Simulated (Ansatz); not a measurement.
**Al-Rh stack of (111) layers: lattice stability ahead of a resistivity run**

The plan: relax Al-Rh stack of (111) layers, check its phonons, and, if the lattice is stable, compute its Eliashberg function and ρ(T).

Method: DFT PBEsol, scalar-relativistic, plane waves, PAW; PAW set soft_1, in Ansatz 0.2.0.

Most raw output is cut from this account.

## (1) Starting point

The cell holds 2 atoms: 1 Al and 1 Rh. Cell: a = 2.687 Å, b = 2.687 Å, c = 13.194 Å, α = 90.0°, β = 90.0°, γ = 120.0°. Vacuum lies along c.

## (2) A first look on a coarse mesh

A single point on a coarse mesh shows the starting pressure, whether the crystal is a metal and what a step costs.

input.yaml reads:

```yaml
crystal:
  lattice:
    - [2.68701, 0.0, 0.0]
    - [-1.3435, 2.32702, 0.0]
    - [0.0, 0.0, 13.19393]
  atoms:
    - { symbol: Al, position: [0.0, 0.0, 0.41685833] }
    - { symbol: Rh, position: [0.33333333, 0.66666667, 0.58314167] }
  periodic: [true, true, false]
kpoints:
  mp_grid: { grid: [9, 9, 1] }
hamiltonian:
  xc: pbesol
  pseudopotentials: { kind: paw, azcp: { folder: soft_1 }, xc_functional: pbe }
scf:
  occupations: { method: gaussian, width: 0.1 }
output:
  forces: true
  stress: true
  eigenvalues: true
```

On the command line:

```console
> ansatz run input.yaml --threads 4 --pin off --max-ram 12288MiB --backend cpu --events-out ev --progress --plain --runs-dir out
```

It took 1.4 s on 4 threads of Arm Neoverse V1, shared host; peak memory 0.38 GiB; 4.7 s of CPU time.

Numbers from this step:

| Item | Value |
| --- | --- |
| metallic on mesh | yes |
| gap on the k-mesh | 0 eV |

## (3) Rough relaxation

The start is far from rest, so a relaxation with loose thresholds does the first part.

input.yaml: that of step 2 with these lines changed.

```diff
@@ -20 +20,6 @@
   eigenvalues: true
+relax:
+  adjacent_minimum: "off"
+  f_tol: 0.05
+  max_steps: 80
+  cell: { stress_2d_tol: 0.02 }
```

The job ended after 9.5 s (4 threads; peak memory 0.42 GiB; 34 s of CPU time).

The steps of the relaxation:

| step | energy less that of the first step (eV) | largest force component (eV/Å) | volume (Å³) |
| --- | --- | --- | --- |
| 1 | 0.0000 | 1.0886 | 176.25 |
| 2 | -0.1438 | 0.0841 | 173.48 |
| 3 | -0.1590 | 0.0209 | 176.68 |
| 4 | -0.1643 | 0.0363 | 180.18 |
| 5 | -0.1644 | 0.0029 | 180.32 |
| 6* | -0.1646 | 0.0028 | 180.32 |

Relaxation steps marked * repeat the geometry before them on a plane-wave basis chosen anew for their cell, so energy and pressure can jump there.

Forces are held to the 6 operations that the run works with; a distortion that breaks them can't arise in this run.

| cell as run | before | after | change |
| --- | --- | --- | --- |
| a (Å) | 2.687 | 2.718 | +1.1 % |
| b (Å) | 2.687 | 2.718 | +1.1 % |

The atoms that moved most (Å, along periodic axes as changes of fractional coordinates times the final cell, across vacuum about the mean position):

| atom | dx | dy | dz | length |
| --- | --- | --- | --- | --- |
| Al1 | 0.000 | 0.000 | 0.138 | 0.138 |
| Rh2 | 0.000 | 0.000 | -0.138 | 0.138 |

Final coordinates:

```xyz
2
Lattice="2.7179 0.0000 0.0000 -1.3589 2.3537 0.0000 0.0000 0.0000 28.1879" Properties=species:S:1:pos:R:3
Al    0.0000    0.0000    5.6384
Rh    0.0000    1.5692    7.5556
```

The relaxation ends with a largest force component of 0.0028 eV/Å.

## (4) Relaxing cell and atoms

The structure is brought to rest under this functional.

input.yaml, the sections that differ from step 3:

```yaml
crystal:
  lattice:
    - [2.7178715063, -2.9199e-06, 0.0]
    - [-1.3589332244, 2.3537472286, 0.0]
    - [0.0, 0.0, 28.1878614963]
  atoms:
    - { symbol: Al, position: [0.0, 0.0, 0.2000276239] }
    - { symbol: Rh, position: [0.3333333333, 0.6666666667, 0.2680437124] }
  periodic: [true, true, false]
kpoints:
  mp_grid: { grid: [12, 12, 1] }
relax:
  adjacent_minimum: "off"
  f_tol: 0.005
  max_steps: 80
  cell: { stress_2d_tol: 0.02 }
# hamiltonian, scf, output: as in step 3
```

Run time: 10 s. Hardware: 4 threads; peak memory 0.45 GiB.

The steps of the relaxation:

| step | energy less that of the first step (eV) | largest force component (eV/Å) | volume (Å³) |
| --- | --- | --- | --- |
| 1 | 0.0000 | 0.1011 | 180.32 |
| 2 | -0.0012 | 0.0572 | 179.59 |
| 3 | -0.0012 | 0.0650 | 179.45 |
| 4 | -0.0016 | 0.0009 | 178.76 |
| 5 | -0.0016 | 0.0001 | 178.93 |
| 6 | -0.0015 | 0.0001 | 178.93 |

The log counts 1 steps on a newly chosen plane-wave basis, not all of them marked here; energy and pressure can jump at such steps.

| cell as run | before | after | change |
| --- | --- | --- | --- |
| a (Å) | 2.718 | 2.707 | -0.4 % |
| b (Å) | 2.718 | 2.707 | -0.4 % |

The atoms that moved most (Å, along periodic axes as changes of fractional coordinates times the final cell, across vacuum about the mean position):

| atom | dx | dy | dz | length |
| --- | --- | --- | --- | --- |
| Al1 | 0.000 | 0.000 | -0.011 | 0.011 |
| Rh2 | 0.000 | 0.000 | 0.011 | 0.011 |

The relaxed structure:

```xyz
2
Lattice="2.7073 0.0000 0.0000 -1.3537 2.3446 0.0000 0.0000 0.0000 28.1879" Properties=species:S:1:pos:R:3
Al    0.0000    0.0000    5.6275
Rh    0.0000    1.5631    7.5664
```

The relaxation ends with a largest force component of 5.2e-5 eV/Å.

## (5) Tight relaxation

No force is left; the cell is relaxed once more with another smearing and tight thresholds.

input.yaml, the sections that differ from step 4:

```yaml
crystal:
  lattice:
    - [2.7073435557, -2.9086e-06, 0.0]
    - [-1.3536692589, 2.3446297503, 0.0]
    - [0.0, 0.0, 28.1878614963]
  atoms:
    - { symbol: Al, position: [0.0, 0.0, 0.1996443072] }
    - { symbol: Rh, position: [0.3333333333, 0.6666666667, 0.2684270291] }
  periodic: [true, true, false]
scf:
  occupations: { method: methfessel_paxton, width: 0.2 }
relax:
  adjacent_minimum: "off"
  f_tol: 0.001
  max_steps: 60
  cell: { stress_2d_tol: 0.002 }
# kpoints, hamiltonian, output: as in step 4
```

Elapsed: 8.6 s, on 4 threads; peak memory 0.45 GiB.

Little changed from the start: no atom moved by 0.005 Å and no cell edge by 0.1 %.

## (6) Phonons by linear response: q 2×2×1, k 6×6×1

Couplings are defined for a stable lattice alone, so phonons come first.

input.yaml, the sections that differ from step 5:

```yaml
crystal:
  lattice:
    - [2.7095700878, -2.911e-06, 0.0]
    - [-1.3547825229, 2.3465579848, 0.0]
    - [0.0, 0.0, 28.1878614963]
  atoms:
    - { symbol: Al, position: [0.0, 0.0, 0.1997398737] }
    - { symbol: Rh, position: [0.3333333333, 0.6666666667, 0.2683314626] }
  periodic: [true, true, false]
kpoints:
  mp_grid: { grid: [6, 6, 1] }
output:
  eigenvalues: true
phonons:
  method: dfpt
  qmesh: [2, 2, 1]
  temperatures: { t_max: 1000, t_step: 50 }
  qpath:
    path:
      - [0.0, 0.0, 0.0]
      - [0.5, 0.0, 0.0]
      - [0.33333333, 0.33333333, 0.0]
      - [0.0, 0.0, 0.0]
    npoints: 10
# hamiltonian, scf: as in step 5
# relax: removed
```

Wall time 17 s (4 threads); peak memory 0.67 GiB; 63 s of CPU time.

This step gave:

| Property | Result |
| --- | --- |
| share of imaginary modes in the plain interpolation between solved wavevectors | 0.0408 |
| highest frequency, solved or plainly interpolated | 390.6 cm⁻¹ |

Solved on the 2×2×1 mesh alone; all other wavevectors are interpolated. The phonon branches at the labelled points (cm⁻¹):

| point | branch 1 | branch 2 | branch 3 | branch 4 | branch 5 | branch 6 |
| --- | --- | --- | --- | --- | --- | --- |
| Γ | 0 | 0 | 0 | 145 | 145 | 297 |
| halfway | -13 | 87 | 95 | 201 | 274 | 299 |
| M | 52 | 114 | 131 | 246 | 258 | 391 |
| halfway | 71 | 111 | 129 | 255 | 284 | 378 |
| K | 98 | 103 | 123 | 253 | 339 | 348 |
| halfway | 26 | 86 | 110 | 227 | 271 | 314 |
| Γ | 0 | 0 | 0 | 145 | 145 | 297 |

Lowest modes at the softest wavevector of the mesh. The modes at q = (0.000, 0.500, 0.000) (shares of kinetic energy by element, %):

| mode | frequency (cm⁻¹) | Al % | Rh % |
| --- | --- | --- | --- |
| 1 | 52.3 | 13 | 87 |
| 2 | 113.8 | 4 | 96 |
| 3 | 131.4 | 5 | 95 |
| 4 | 246.3 | 95 | 5 |
| 5 | 257.5 | 87 | 13 |
| 6 | 390.6 | 96 | 4 |

Displacements in mode 1 (52.3 cm⁻¹), the largest set to 1, in the home cell:
```
Al1  0.00  0.12 -0.86
Rh2  0.00 -1.00  0.58
```

Displacements in mode 3 (131.4 cm⁻¹), the largest set to 1, in the home cell:
```
Al1  0.47  0.00  0.00
Rh2 -1.00  0.00  0.00
```

Among the solved wavevectors the lowest mode, translations apart, is 52.3 cm⁻¹, so these are real on this k mesh.

## (7) Phonons: q 3×3×1, k 9×9×1

The interpolated branches dip below zero between the solved wavevectors, so the phonons are repeated with another q and k mesh.

input.yaml: that of step 6 with these lines changed.

```diff
@@ -10,3 +10,3 @@
 kpoints:
-  mp_grid: { grid: [6, 6, 1] }
+  mp_grid: { grid: [9, 9, 1] }
 hamiltonian:
@@ -20,3 +20,3 @@
   method: dfpt
-  qmesh: [2, 2, 1]
+  qmesh: [3, 3, 1]
   temperatures: { t_max: 1000, t_step: 50 }
```

It took 58 s on 4 threads; peak memory 0.88 GiB.

Numbers from this step:

```
zero point energy                                                              : 0.07161 eV/cell
share of imaginary modes in the plain interpolation between solved wavevectors : 0.0068
highest frequency, solved or plainly interpolated                              : 391.4 cm⁻¹
```

Solved on the 3×3×1 mesh alone; all other wavevectors are interpolated. Phonon branches along the path, in cm⁻¹:

| point | branch 1 | branch 2 | branch 3 | branch 4 | branch 5 | branch 6 |
| --- | --- | --- | --- | --- | --- | --- |
| Γ | 0 | 0 | 0 | 146 | 146 | 303 |
| halfway | 61 | 120 | 138 | 206 | 267 | 318 |
| M | 110 | 114 | 153 | 243 | 267 | 391 |
| halfway | 85 | 98 | 139 | 259 | 277 | 377 |
| K | 48 | 50 | 140 | 257 | 312 | 355 |
| halfway | 73 | 125 | 137 | 227 | 270 | 329 |
| Γ | 0 | 0 | 0 | 146 | 146 | 303 |

Lowest modes at the softest wavevector of the mesh. Modes at q = (-0.333, -0.333, 0.000), with each element's share of the kinetic energy:

| mode | frequency (cm⁻¹) | Al % | Rh % |
| --- | --- | --- | --- |
| 1 | 47.7 | 2 | 98 |
| 2 | 50.5 | 10 | 90 |
| 3 | 139.6 | 5 | 95 |
| 4 | 257.4 | 90 | 10 |
| 5 | 311.8 | 98 | 2 |
| 6 | 354.6 | 95 | 5 |

Displacements in mode 1 (47.7 cm⁻¹), the largest set to 1, in the home cell (x, y, z of the real part, then of the imaginary part):
```
Al1  0.15 -0.26  0.00  0.26  0.15  0.00
Rh2 -0.50 -0.87  0.00 -0.87  0.50  0.00
```

Displacements in mode 2 (50.5 cm⁻¹), the largest set to 1, in the home cell (x, y, z of the real part, then of the imaginary part):
```
Al1  0.00  0.00 -0.92  0.00  0.00  0.00
Rh2  0.00 -1.00  0.00  1.00  0.00  0.00
```

The modes has structure finer than the step of the table below, so its rows give means over 20 cm⁻¹, whole bins alone (the curve runs from -28.2 to 412 cm⁻¹). Peaks (cm⁻¹: height): Al 271.0: 0.0545, 304.2: 0.0180, 362.4: 0.0206; Rh 93.7: 0.0321, 124.2: 0.0388, 138.0: 0.0444, 271.0: 0.0109.

Phonopy on the run's constants, 21x21x1 mesh, Gaussian sigma 3.1 cm⁻¹. Table of modes by wavenumber; means over each step; values in 1/cm⁻¹/cell:

| wavenumber (cm⁻¹) | Al | Rh |
| --- | --- | --- |
| 0 | 1.7e-4 | 6.5e-4 |
| 20 | 5.8e-4 | 0.00221 |
| 40 | 0.00112 | 0.00491 |
| 60 | 0.00165 | 0.0101 |
| 80 | 0.00268 | 0.0165 |
| 100 | 0.00459 | 0.0289 |
| 120 | 0.00268 | 0.0328 |
| 140 | 0.00235 | 0.0333 |
| 160 | 0.00329 | 0.00428 |
| 180 | 0.00385 | 6.5e-4 |
| 200 | 0.00581 | 6.5e-4 |
| 220 | 0.00883 | 6.9e-4 |
| 240 | 0.0148 | 8.4e-4 |
| 260 | 0.0291 | 0.00407 |
| 280 | 0.0189 | 0.00319 |
| 300 | 0.0104 | 0.00200 |
| 320 | 0.00544 | 9.9e-4 |
| 340 | 0.00556 | 5.4e-4 |
| 360 | 0.0150 | 8.3e-4 |
| 380 | 0.0117 | 4.8e-4 |
| 400 | 0.00113 | 3.9e-5 |

No LO-TO term; unit eigenvectors of the mass-weighted matrix. Modes at Γ, with each element's share of the kinetic energy:

| mode | frequency (cm⁻¹) | symmetry | Al % | Rh % |
| --- | --- | --- | --- | --- |
| 1 | 0.0 | unnamed | 21 | 79 |
| 2 | 0.0 | unnamed | 21 | 79 |
| 3 | 0.0 | unnamed | 21 | 79 |
| 4 | 145.5 | E | 79 | 21 |
| 5 | 145.5 | E | 79 | 21 |
| 6 | 302.6 | A1 | 79 | 21 |

Displacements in mode 4 (145.5 cm⁻¹), the largest set to 1:
```
Al1  1.00  0.00  0.00
Rh2 -0.26  0.00  0.00
```

Displacements in mode 6 (302.6 cm⁻¹), the largest set to 1:
```
Al1  0.00  0.00  1.00
Rh2  0.00  0.00 -0.26
```

Among the solved wavevectors the lowest mode, translations apart, is 47.7 cm⁻¹, so these are real on this k mesh.

## (8) Resistivity: q 3×3×1, k 9×9×1, scattering 18×18×1

Phonons, couplings and the Boltzmann equation in one run.

input.yaml: that of step 7 with these lines changed.

```diff
@@ -29 +29,5 @@
     npoints: 10
+  electrical_resistivity:
+    mesh: [18, 18, 1]
+    temperatures: [20.0, 50.0, 77.0, 100.0, 150.0, 200.0, 300.0, 400.0, 600.0, 800.0]
+  superconductivity: { mesh: [18, 18, 1] }
```

The job ended after 71 s (4 threads; peak memory 1.6 GiB).

The run ended with an error.

The program's message: “electrical resistivity: the phonon self-energy gives or leaves a mode of imaginary frequency on the scattering mesh, on its own coarse k mesh or nearer the zone's centre than that mesh's first points: …”

The self-energy step leaves a mode imaginary somewhere between the solved wavevectors, and the run stops; that can be an artefact of the interpolation at long waves.

## (9) Electron–phonon run: phonons by Fourier interpolation alone

The run is repeated with Fourier-interpolated phonons, which need no self-energy step.

input.yaml: that of step 8 with these lines changed.

```diff
@@ -33 +33,2 @@
   superconductivity: { mesh: [18, 18, 1] }
+  electron_occupations: "off"
```

Wall time 50 s (4 threads); peak memory 0.89 GiB.

The run ended with an error.

The program's message: “electrical resistivity: the mode of lowest frequency at the wavevector [0.0000, 0.0556, 0.0000] is imaginary, -18.00 cm⁻¹ (written negative): every mode at the wavevectors of the force constants' own …”

The run stops because a mode is imaginary on the scattering mesh, where no scattering rate is defined; denser k meshes, other smearings and, between solved wavevectors, finer q meshes show whether the instability is real.

## (10) Results

| Property | Result |
| --- | --- |
| phonon run of the rows without a label of their own | PBEsol, q 3×3×1, k 9×9×1 |
| softest mode on the q mesh | 47.7 cm⁻¹ at q = (-0.333, -0.333, 0) |
| highest frequency, solved or plainly interpolated | 391 cm⁻¹ |

**Reading.** No coupling constant or resistivity was obtained: the scattering run stopped at an imaginary mode. The PAW files were made for PBE; under other functionals the run regenerates their frozen core. The structure was built by hand as an ordered model, and its stability against other phases was not tested.

[Logs are printed without paths, hosts, clocks, repeated set-up lines and the standing remarks that a program may print on its own settings, such as how far it seeks lower states.]

[Hosts, paths, dates, database ids (printed as entryN), source tags and the programs' standing remarks are cut or masked in the printed files.]
